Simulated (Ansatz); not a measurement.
# Be4P2O (built on the sites of a database entry of Ca4Sb2O): following an unstable mode, part 3 of 3

Wanted: the energy along a soft mode of Be4P2O (built on the sites of a database entry of Ca4Sb2O) and the structure at the end.

Ansatz 0.2.0; DFT PBEsol, scalar-relativistic, plane waves, PAW.

So far. Step 4 (The mode frozen in, largest atomic shift 0.32 Å): The run ends at a pressure of 1.32 GPa, with forces up to 0.33 eV/Å. Step 5 (Energy along the mode, all amplitudes (two of the runs …): The lowest of the steps tried is at 0.32 Å, 35.3 meV/atom below the parent; the bottom of the well need not coincide with a step. The relaxed cell has a, b, c = 3.418, 9.817, 4.453 Å (conventional setting).

The structure was built from a prototype and need not be the compound's stable phase.

## 7. The new phase in its own primitive cell (continued)

Little changed from the start: no atom moved by 0.005 Å and no cell edge by 0.1 %.

This step gave:

```yaml
pressure: -1.18e-4 GPa
```

The largest force component left is 0.89 meV/Å and the pressure is 0.000 GPa, within the tolerances set. The cell now holds 10.67 Å³/atom.

## 8. Modes of the new phase, k-mesh 14×14×14

A relaxed structure may still be a saddle point, so its zone-centre modes are computed. No field response is asked, since the mesh shows no gap.

File input.yaml:

```yaml
crystal:
  lattice:
    - [-1.7091292886, 4.9082954958, 2.2264397373]
    - [1.7091292886, -4.9082954958, 2.2264397373]
    - [1.7091292886, 4.9082954958, -2.2264397373]
  atoms:
    - { symbol: Be, position: [0.061259576, 0.561259576, 0.5] }
    - { symbol: Be, position: [0.3379334275, 0.3379334275, 0.0] }
    - { symbol: Be, position: [0.5217334736, 0.1669609532, 0.3547725204] }
    - { symbol: Be, position: [0.8121884328, 0.1669609532, 0.6452274796] }
    - { symbol: P, position: [0.1315090545, 0.9758672557, 0.1556417989] }
    - { symbol: P, position: [0.8202254568, 0.9758672557, 0.8443582011] }
    - { symbol: O, position: [0.45220731, 0.95220731, 0.5] }
kpoints:
  mp_grid: { grid: [14, 14, 14] }
hamiltonian:
  xc: pbesol
scf:
  occupations: { method: methfessel_paxton, width: 0.2 }
output:
  eigenvalues: true
phonons:
  method: dfpt
```

The run is started by

```console
$ ansatz run input.yaml --threads 8 --pin off --max-ram 14336MiB --backend cpu --events-out ev --progress --plain --runs-dir out
```

Numbers of over 12 decimals in the logs are rounded to 6 here.

The log of the run:

```text
[...]
Crystal: 7 atoms, lattice volume = 74.710 Å³
Basis set: ecut = 420 eV, 1463 PW (Γ), exchange–correlation on 80×80×80 points (8 copies of the dense FFT grid, shifted against one another)
Bands: 19, of which v1, the nominal top of the filled ones, is band 12 counted from 1 (11 counted from 0)
Symmetry: 4 space group operations
k-points: 744 of 2744 (irreducible under 2 space group operations, time reversal used)
[...]
SCF iter   1: F=—  HF=-2404.892007 eV  |F-HF|=—  |Δ(HF+E_count)|=         —  Δρ=5.96e-3  dr2=3.06e-2  ethr=1.77e-3  ⟨swp⟩=6.4  Hψ=84090  notcnv=0
[...]
SCF iter  10: F=-2404.882231 eV  HF=-2404.882231 eV  |F-HF|=0.00e0  |Δ(HF+E_count)|=  1.46e-11  S|Δr|=    0.00e0  Δρ=3.24e-8  dr2=1.47e-12  ethr=1.00e-12  ⟨swp⟩=10.5  Hψ=76542  notcnv=0
SCF 1 converged in 10 iterations: F = -2404.882231 eV  dr2 = 1.47e-12
[...]
SCF converged after 10 iterations
[...]
Free energy (F): -2404.882231 eV
[...]
Internal energy: -2404.882426 eV  (E = F + TS)
E sigma→0 (E₀):  -2404.882279 eV
Entropy (-TS):   0.000196 eV (0.028 meV/atom)
Fermi energy:    8.409164 eV
[...]
--- Band table (eV; the first three rows and the last of 744) ---
  k-point 0: bands = [... 8 lower, 6.5384, 6.5759, 6.9580, 6.9807, 9.3394, 10.0532, 11.6403, 12.0797, ... 3 higher]
  k-point 1: bands = [... 8 lower, 6.0810, 6.2827, 6.8236, 6.9952, 9.4516, 10.5675, 11.9272, 12.2316, ... 3 higher]
  k-point 2: bands = [... 8 lower, 5.1992, 5.6208, 6.5318, 6.9548, 9.7559, 11.5628, 12.2115, 12.8434, ... 3 higher]
  k-point 743: bands = [... 8 lower, 5.2870, 6.0070, 6.8123, 8.2308, 8.5344, 10.4777, 11.1835, 11.3528, ... 3 higher]
[...]
ASR residual: 1.899e-5 → 0.000e0 eV/Å²; symmetrization residual: 1.472e-6 eV/Å²
  ASR residual per site (eV/Å²): 6.90e-6 1.37e-5 1.90e-5 1.90e-5 4.18e-6 4.18e-6 4.07e-6
[...]
```

The job ended after 5.7 min (8 threads of Intel Xeon Platinum 8259CL at 2.50GHz (Skylake/Cascade Lake), shared host; peak memory 4 GiB).

Numbers from this step:

| Item | Value |
| --- | --- |
| sum-rule residual before enforcement | 1.90e-5 eV/Å² |
| point group | mm2 |
| highest optical mode at the zone centre (no LO-TO term) | 663.7 cm⁻¹ |
| lowest optical zone-centre mode | 210.6 cm⁻¹ |

Patterns of degenerate modes are one choice out of their space. Modes at Γ, with each element's share of the kinetic energy:

| mode | frequency (cm⁻¹) | symmetry | Be % | P % | O % |
| --- | --- | --- | --- | --- | --- |
| 1 | 0.0 | acoustic | 32 | 54 | 14 |
| 2 | 0.0 | acoustic | 32 | 54 | 14 |
| 3 | 0.0 | acoustic | 32 | 54 | 14 |
| 4 | 210.6 | A2 | 21 | 79 | 0 |
| 5 | 230.2 | B2 | 86 | 13 | 1 |
| 6 | 240.6 | B1 | 87 | 4 | 9 |
| 7 | 287.4 | B2 | 22 | 78 | 0 |
| 8 | 347.7 | B1 | 5 | 19 | 76 |
| 9 | 351.9 | A1 | 28 | 69 | 2 |
| 10 | 396.2 | A1 | 33 | 55 | 12 |
| 11 | 422.2 | B2 | 15 | 33 | 51 |
| 12 | 489.4 | B2 | 89 | 9 | 2 |
| 13 | 490.9 | A2 | 79 | 21 | 0 |
| 14 | 511.3 | A1 | 51 | 4 | 45 |
| 15 | 517.8 | B1 | 78 | 21 | 1 |
| 16 | 539.8 | A1 | 74 | 9 | 17 |
| 17 | 570.7 | A1 | 91 | 0 | 9 |
| 18 | 579.8 | B2 | 72 | 2 | 26 |
| 19 | 597.9 | B1 | 99 | 1 | 0 |
| 20 | 640.3 | B2 | 83 | 10 | 7 |
| 21 | 663.7 | A1 | 90 | 9 | 1 |

Displacements in mode 4 (210.6 cm⁻¹), the largest set to 1:
```
Be1  0.00  0.00  0.00
Be2  0.00  0.00  0.00
Be3 -0.95  0.00  0.00
Be4  0.95  0.00  0.00
P5   1.00  0.00  0.00
P6  -1.00  0.00  0.00
O7   0.00  0.00  0.00
```

Displacements in mode 6 (240.6 cm⁻¹), the largest set to 1:
```
Be1  1.00  0.00  0.00
Be2  0.78  0.00  0.00
Be3 -0.24  0.00  0.00
Be4 -0.24  0.00  0.00
P5  -0.11  0.00  0.00
P6  -0.11  0.00  0.00
O7  -0.32  0.00  0.00
```

Before it was imposed, the acoustic sum rule was missed by 1.9e-5 eV/Å². Small misses are needed for a sound result but don't prove that mesh and cutoff are converged. The lowest optical mode is real, 211 cm⁻¹.

## 9. Summary of results

- unstable mode of the parent: q = (0, 0, 0), 338i cm⁻¹
- depth at the lowest point sampled: 35.3 meV/atom
- largest atomic shift at that point: 0.32 Å
- space group reached (within 0.01 Å): Imm2
- energy gained over the parent (first relaxation, on the mesh of the frozen mode): 191 meV/atom
- volume per atom, phase reached: 10.7 Å³
- lowest optical zone-centre mode, phase reached: 211 cm⁻¹
- highest optical mode at the zone centre (no LO-TO term), phase reached: 664 cm⁻¹

Along this mode the structure falls into Imm2, 191 meV/atom below the parent. At the parent's cell the well is 35.32 meV/atom deep on the steps tried, with its lowest point at a shift of 0.32 Å. Relaxing atoms and cell changes the gain by +155.77 meV/atom against the lowest step (energies at zero smearing). Most of the total comes from this relaxation. The new phase has no imaginary mode at the zone centre of its cell; other wavevectors were not checked. Of the 3 patterns followed to their end from this parent, this one reaches the lowest energy. Each path keeps the symmetry of its pattern, so a lower phase may lie along a pattern not tried. With no gap, or one that is small against the smearing, the frequencies hang on the k mesh and the smearing, most of all near Kohn anomalies. The starting cell was built on a prototype and not taken from a measurement, so the phase need not exist.

[Logs are printed without paths, hosts, clocks, repeated set-up lines and the standing remarks that a program may print on its own settings, such as how far it seeks lower states.]

[Hosts, paths, dates, database ids (printed as entryN), source tags and the programs' standing remarks are cut or masked in the printed files.]
